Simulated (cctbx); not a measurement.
**Resonant diffraction in In3Ni20B6**

Space group Fm-3m (no. 225), a = 10.8910 Å, b = 10.8910 Å, c = 10.8910 Å, α = 90.00°, β = 90.00°, γ = 90.00°.

```
atom  mult.       x       y       z  Ueq (Å²)
 In1      8     1/4     3/4     3/4    0.0147
 In2      4       0       0       0    0.0147
 Ni1     48       0  0.8364  0.8364    0.0207
 Ni2     32  0.3846  0.8846  0.8846    0.0125
  B1     24  0.7306       0       0    0.0263
```

This is a model crystal, built by substitution and not relaxed, with assumed displacement parameters.

Calculated with cctbx: free-atom f′ and f″ from the Sasaki tables, no fine structure; amplitudes in electrons.

```
E (eV)  F 4 2 2  F 0 0 4  F 1 3 1  F 2 2 2
 27340    604.6    253.4    108.3     16.2
 27690    595.7    262.3    105.3     19.1
 27820    588.0    270.0    102.6     21.7
 27880    580.8    277.4    100.2     24.2
 27910    573.6    284.7     97.7     26.6
 27925    566.6    291.8     95.3     29.0
 27932    560.2    298.3     93.1     31.2
 27936    554.4    304.2     91.1     33.2
 27944    545.0    316.6     88.2     38.1
 27948    556.0    305.3     92.0     34.4
 27955    565.8    295.3     95.3     31.2
 27970    574.2    286.8     98.2     28.4
 28000    582.2    278.7    100.9     25.8
 28090    592.5    268.1    104.4     22.5
 28340    603.6    256.6    108.2     19.0
```

**Question.** Which edge is crossed, and why do the reflections move as they do?

The K edge of In. The edge is at 27940 eV. f′ of In falls from -4.8 e at 27820 eV to -7.8 e at 4 eV below it, and f″ steps from 0.56 to 3.58 e across it. Over that approach |F| changes by -6 % (4 2 2), +13 % (0 0 4), -11 % (1 3 1) and +53 % (2 2 2): a reflection falls where In scatters in phase with the total and rises where it scatters against it; it hardly moves where the In term is small or cancels by symmetry. Above the edge the larger f″ enters the imaginary part, where it can add to or cancel the other atoms' f″. The structure is centrosymmetric, so Friedel mates stay equal.

[Logs are printed without paths, hosts, clocks, repeated set-up lines and the standing remarks that a program may print on its own settings, such as how far it seeks lower states.]
